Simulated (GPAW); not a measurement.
# Polarising TaSi2N4 monolayer with a field along the normal

The dipole of the cell at several fields, atoms fixed. What does the strongest field give, and what length does the slope stand for?

Set-up. GPAW 26.7.0, plane waves (500 eV), PAW setups, PBE, 12×12 mesh, a dipole layer in the vacuum; geometry relaxed without an applied field with GPAW. The cell's area is 7.48 Å², and e/ε0 = 180.95 V Å.

Results, with one row withheld:

```tsv
field (V/Å)	dipole (e Å)
−0.2	−0.0663
−0.1	−0.0331
−0.05	−0.0166
0.05	0.0166
0.1	0.0331
0.2	0.0663
0.3	?
```

Q: What is the dipole at 0.3 V/Å?

Worked answer. A line through the 6 points has the slope α = 0.331 e Å per V/Å and the intercept p₀ = 0.0000 e Å (r.m.s. residual 3.1e−05). At 0.3 V/Å it gives p = 0.0000 + 0.331 × 0.3 = 0.0994 e Å; the run gives 0.0994 e Å, so the response stays linear to 0.0 % of the induced part. Dividing by ε0 and the area: α/(ε0 A) = 0.331 × 180.95 / 7.48 = 8.01 Å, against 7.10 Å between the outer nuclei.

Caveats: This is the electronic response alone; ions that move would add to it in polar layers. Spin-polarised runs started from parallel moments; another order may lie lower. Spin-orbit coupling is left out, which matters for the heavier atoms here.

[Logs are printed without paths, hosts, clocks, repeated set-up lines and the standing remarks that a program may print on its own settings, such as how far it seeks lower states.]
